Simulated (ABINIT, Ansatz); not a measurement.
# Be3Al (Pm-3m): zone-centre phonons

Which modes does Be3Al (Pm-3m) have at the zone centre?

Program: ABINIT 10.8.3. Level of theory: DFT LDA, scalar-relativistic, plane waves, HGH norm-conserving pseudopotentials. Results are calculated unless marked as measured.

The structure was built from a prototype and need not be the compound's stable phase.

## (1) Starting point

It takes space group Pm-3m (No. 221, cubic). Conventional cell: a = 3.428 Å, b = 3.428 Å, c = 3.428 Å, α = 90.00°, β = 90.00°, γ = 90.00°. Al has 12 Be at 2.42 Å nearest. Nearest to Be lie 4 Al at 2.42 Å and 8 Be at 2.42 Å. Farther neighbours are not listed.

## (2) Relaxing the cell and atoms

The harmonic expansion needs vanishing forces, and a free crystal bears no stress, so cell and atoms are brought to rest. Stress is more sensitive to the basis than forces are: the last 3 Ha under the cutoff are smoothed with ecutsm, and the cutoff is raised above that of the later runs.

The starting cell comes from a relaxation made beforehand in Ansatz (LDA, PseudoDojo NC).

Input file relax.abi:

```
# relaxation
ionmov 2
optcell 2
dilatmx 1.08
ntime 40
tolmxf 1.0d-05
tolvrs 1.0d-14
prtwf 0
prtden 0
chksymtnons 0

# basis, mesh and filling
ecut 49.0
ecutsm 3.0
ixc 7
ngkpt 8 8 8
nshiftk 1
shiftk 0.0 0.0 0.0
istwfk *1
occopt 7
tsmear 0.01
nband 10
nstep 100
diemac 1000000.0
prtebands 0
prtgsr 0
useylm 1

# cell and atoms
acell 3*1.0 Angstrom
rprim 
    3.427762535 0.0 0.0
    0.0 3.427762535 0.0
    0.0 0.0 3.427762535
ntypat 2
znucl 13 4
natom 4
typat 1 2 2 2
xred 
    0.0 0.0 0.0
    0.0 0.5 0.5
    0.5 0.0 0.5
    0.5 0.5 0.0
pp_dirpath "./pseudo"
pseudos "Al.hgh, Be.hgh"
```

The run is started by

```sh
OMP_NUM_THREADS=1 mpirun -n 4 abinit relax.abi > relax.log
```

Numbers of over 12 decimals in the logs are rounded to 6 here.

relax.abo, the main output file:

```text
[banners, grids, parts of the stress and lines that vanish by symmetry left out]
- input  file    -> relax.abi
- output file    -> relax.abo
- root for input  files -> relaxi
[...]
Symmetries : space group Pm -3 m (#221); Bravais cP (primitive cubic)
[...]
mpw =        5649          nfft =      110592          nkpt =          35
[...]
== DATASET  1 ==================================================================
[...]
cutoff_energies: {ecut:  49.0, pawecutdg:  -1.0, }
[...]
Exchange-correlation functional for the present dataset will be:
  LDA: Perdew-Wang 92 LSD fit to Ceperley-Alder data - ixc=7
[...]
ETOT  1  -5.464741    -5.465E+00 2.586E-02 3.711E+02
 ETOT  2  -5.494105    -2.936E-02 1.695E-03 9.795E-01
 ETOT  3  -5.494159    -5.362E-05 8.197E-04 2.376E-02
 ETOT  4  -5.494160    -1.426E-06 8.056E-04 1.039E-04
 ETOT  5  -5.494160    -6.126E-09 3.151E-04 2.424E-07
[...]
At SCF step    9       vres2   =  6.98E-16 < tolvrs=  1.00E-14 =>converged.
[...]
sigma(1 1)=  6.10287878E-05  sigma(3 2)=  0.00000000E+00
  sigma(2 2)=  6.10287878E-05  sigma(3 1)=  0.00000000E+00
  sigma(3 3)=  6.10287878E-05  sigma(2 1)=  0.00000000E+00
[...]
convergence: {deltae:  4.263E-14, res2:  6.980E-16, residm:  1.414E-04, diffor: null, }
etotal    :  -5.49416035E+00
[...]
ETOT  1  -5.494237    -5.494E+00 9.906E-01 1.031E-02
[...]
At SCF step    7       vres2   =  6.79E-16 < tolvrs=  1.00E-14 =>converged.
[...]
sigma(1 1)=  4.28038029E-05  sigma(3 2)=  0.00000000E+00
  sigma(2 2)=  4.28038029E-05  sigma(3 1)=  0.00000000E+00
  sigma(3 3)=  4.28038029E-05  sigma(2 1)=  0.00000000E+00
[...]
convergence: {deltae:  7.017E-14, res2:  6.794E-16, residm:  1.422E-05, diffor: null, }
etotal    :  -5.49423776E+00
[...]
ETOT  1  -5.494307    -5.494E+00 1.084E-02 5.535E-02
[...]
At SCF step    7       vres2   =  3.18E-15 < tolvrs=  1.00E-14 =>converged.
[...]
sigma(1 1)= -6.85369857E-07  sigma(3 2)=  0.00000000E+00
  sigma(2 2)= -6.85369857E-07  sigma(3 1)=  0.00000000E+00
  sigma(3 3)= -6.85369857E-07  sigma(2 1)=  0.00000000E+00
[...]
convergence: {deltae:  9.770E-15, res2:  3.181E-15, residm:  1.925E-06, diffor: null, }
etotal    :  -5.49431038E+00
[...]
ETOT  1  -5.494310    -5.494E+00 1.239E-06 1.387E-05
[...]
ETOT  5  -5.494310     4.974E-14 1.772E-06 2.759E-14
 ETOT  6  -5.494310     6.217E-15 7.692E-07 2.271E-16
 At SCF step    6       vres2   =  2.27E-16 < tolvrs=  1.00E-14 =>converged.
[...]
sigma(1 1)=  7.38863555E-09  sigma(3 2)=  0.00000000E+00
  sigma(2 2)=  7.38863555E-09  sigma(3 1)=  0.00000000E+00
  sigma(3 3)=  7.38863556E-09  sigma(2 1)=  0.00000000E+00
[...]
convergence: {deltae:  6.217E-15, res2:  2.271E-16, residm:  7.692E-07, diffor: null, }
etotal    :  -5.49431040E+00
[...]
At Broyd/MD step   4, gradients are converged :
[...]
sigma(1 1)=  7.38863555E-09  sigma(3 2)=  0.00000000E+00
  sigma(2 2)=  7.38863555E-09  sigma(3 1)=  0.00000000E+00
  sigma(3 3)=  7.38863556E-09  sigma(2 1)=  0.00000000E+00
[...]
- sigma(1 1)=  2.17381163E-04  sigma(3 2)=  0.00000000E+00
- sigma(2 2)=  2.17381163E-04  sigma(3 1)=  0.00000000E+00
- sigma(3 3)=  2.17381163E-04  sigma(2 1)=  0.00000000E+00
[...]
fcart     -0.0000000000E+00 -0.0000000000E+00 -0.0000000000E+00
           strten      7.3886355549E-09  7.3886355549E-09  7.3886355558E-09
================================================================================

[key lines of the parts left out:]
pressure_GPa:  -2.1738E-04
Total energy (etotal) [Ha]= -5.49431039799010E+00
```

Elapsed: 66 s, on 4 MPI ranks of Intel Xeon at 2.70GHz, shared host.

The steps of the relaxation:

```csv
step,energy less that of the first step (eV),largest force (eV/Å),volume (Å³)
1,0.0000,0.0000,40.27
2,-0.0021,0.0000,40.05
3,-0.0041,0.0000,39.55
4,-0.0041,0.0000,39.56
```

```csv
"conventional cell, symmetrised",before,after,change
a (Å),3.428,3.407,-0.6 %
b (Å),3.428,3.407,-0.6 %
c (Å),3.428,3.407,-0.6 %
volume (Å³/atom),10.07,9.89,-1.8 %
```

Final coordinates:

```xyz
4
Lattice="3.4072 0.0000 0.0000 0.0000 3.4072 0.0000 0.0000 0.0000 3.4072" Properties=species:S:1:pos:R:3 pbc="T T T"
Al    0.0000    0.0000    0.0000
Be    0.0000    1.7036    1.7036
Be    1.7036    0.0000    1.7036
Be    1.7036    1.7036    0.0000
```

Read from the output:

```
volume per atom   : 9.889 Å³
pressure          : -2.17e-4 GPa
gap on the k-mesh : 0 eV
```

The volume changes by -1.8 % from the cell with which this run began.

## (3) Self-consistent run for the response

First-order wavefunctions inherit every error of the ground state, hence the very tight tolvrs. Occupations are smeared.

Input file gs.abi:

```
# ground state
tolvrs 1.0d-16
prtden 1
prtwf 1

# basis, mesh and filling
ecut 40.0
ixc 7
ngkpt 8 8 8
nshiftk 1
shiftk 0.0 0.0 0.0
istwfk *1
occopt 7
tsmear 0.01
nband 10
nstep 100
diemac 1000000.0
prtebands 0
prtgsr 0
useylm 1

# cell and atoms
acell 3*1.0 Angstrom
rprim 
    3.407239702 0.0 0.0
    0.0 3.407239702 0.0
    0.0 0.0 3.407239702
ntypat 2
znucl 13 4
natom 4
typat 1 2 2 2
xred 
    0.0 0.0 0.0
    0.0 0.5 0.5
    0.5 0.0 0.5
    0.5 0.5 0.0
pp_dirpath "./pseudo"
pseudos "Al.hgh, Be.hgh"
```

The run is started by

```sh
OMP_NUM_THREADS=1 mpirun -n 4 abinit gs.abi > gs.log
```

gs.abo, the main output file:

```text
[banners, grids, parts of the stress and lines that vanish by symmetry left out]
- input  file    -> gs.abi
- output file    -> gs.abo
- root for input  files -> gsi
[...]
Symmetries : space group Pm -3 m (#221); Bravais cP (primitive cubic)
[...]
mpw =        3242          nfft =       64000          nkpt =          35
[...]
== DATASET  1 ==================================================================
[...]
cutoff_energies: {ecut:  40.0, pawecutdg:  -1.0, }
[...]
Exchange-correlation functional for the present dataset will be:
  LDA: Perdew-Wang 92 LSD fit to Ceperley-Alder data - ixc=7
[...]
ETOT  1  -5.465540    -5.466E+00 1.861E-02 2.191E+02
 ETOT  2  -5.494260    -2.872E-02 2.654E-03 5.251E-01
 ETOT  3  -5.494307    -4.695E-05 6.444E-04 1.365E-02
 ETOT  4  -5.494309    -1.384E-06 5.651E-04 5.615E-05
 ETOT  5  -5.494309    -5.471E-09 2.643E-04 1.008E-07
[...]
ETOT  9  -5.494309    -8.438E-14 8.393E-05 3.989E-16
 ETOT 10  -5.494309    -5.507E-14 4.777E-05 6.628E-18
 At SCF step   10       vres2   =  6.63E-18 < tolvrs=  1.00E-16 =>converged.
[...]
sigma(1 1)=  4.00037365E-08  sigma(3 2)=  0.00000000E+00
  sigma(2 2)=  4.00037365E-08  sigma(3 1)=  0.00000000E+00
  sigma(3 3)=  4.00037365E-08  sigma(2 1)=  0.00000000E+00
[...]
convergence: {deltae: -5.507E-14, res2:  6.628E-18, residm:  4.777E-05, diffor: null, }
etotal    :  -5.49430865E+00
[...]
sigma(1 1)=  4.00037365E-08  sigma(3 2)=  0.00000000E+00
  sigma(2 2)=  4.00037365E-08  sigma(3 1)=  0.00000000E+00
  sigma(3 3)=  4.00037365E-08  sigma(2 1)=  0.00000000E+00
[...]
- sigma(1 1)=  1.17695056E-03  sigma(3 2)=  0.00000000E+00
- sigma(2 2)=  1.17695056E-03  sigma(3 1)=  0.00000000E+00
- sigma(3 3)=  1.17695056E-03  sigma(2 1)=  0.00000000E+00
[...]
fcart     -0.0000000000E+00 -0.0000000000E+00 -0.0000000000E+00
           strten      4.0003736476E-08  4.0003736474E-08  4.0003736474E-08
================================================================================

[key lines of the parts left out:]
pressure_GPa:  -1.1770E-03
```

Elapsed: 10 s, on 4 MPI ranks.

This step gave:

| Quantity | Value |
| --- | --- |
| pressure | -0.001177 GPa |

The cell stands at -0.0012 GPa, close enough for phonons.

(Part 1 of 3 ends here.)

[Host names and launcher messages were left out of these logs when they were recorded.]

[Logs are printed without paths, hosts, clocks, repeated set-up lines and the standing remarks that a program may print on its own settings, such as how far it seeks lower states.]

[Hosts, paths, dates, database ids (printed as entryN), source tags and the programs' standing remarks are cut or masked in the printed files.]
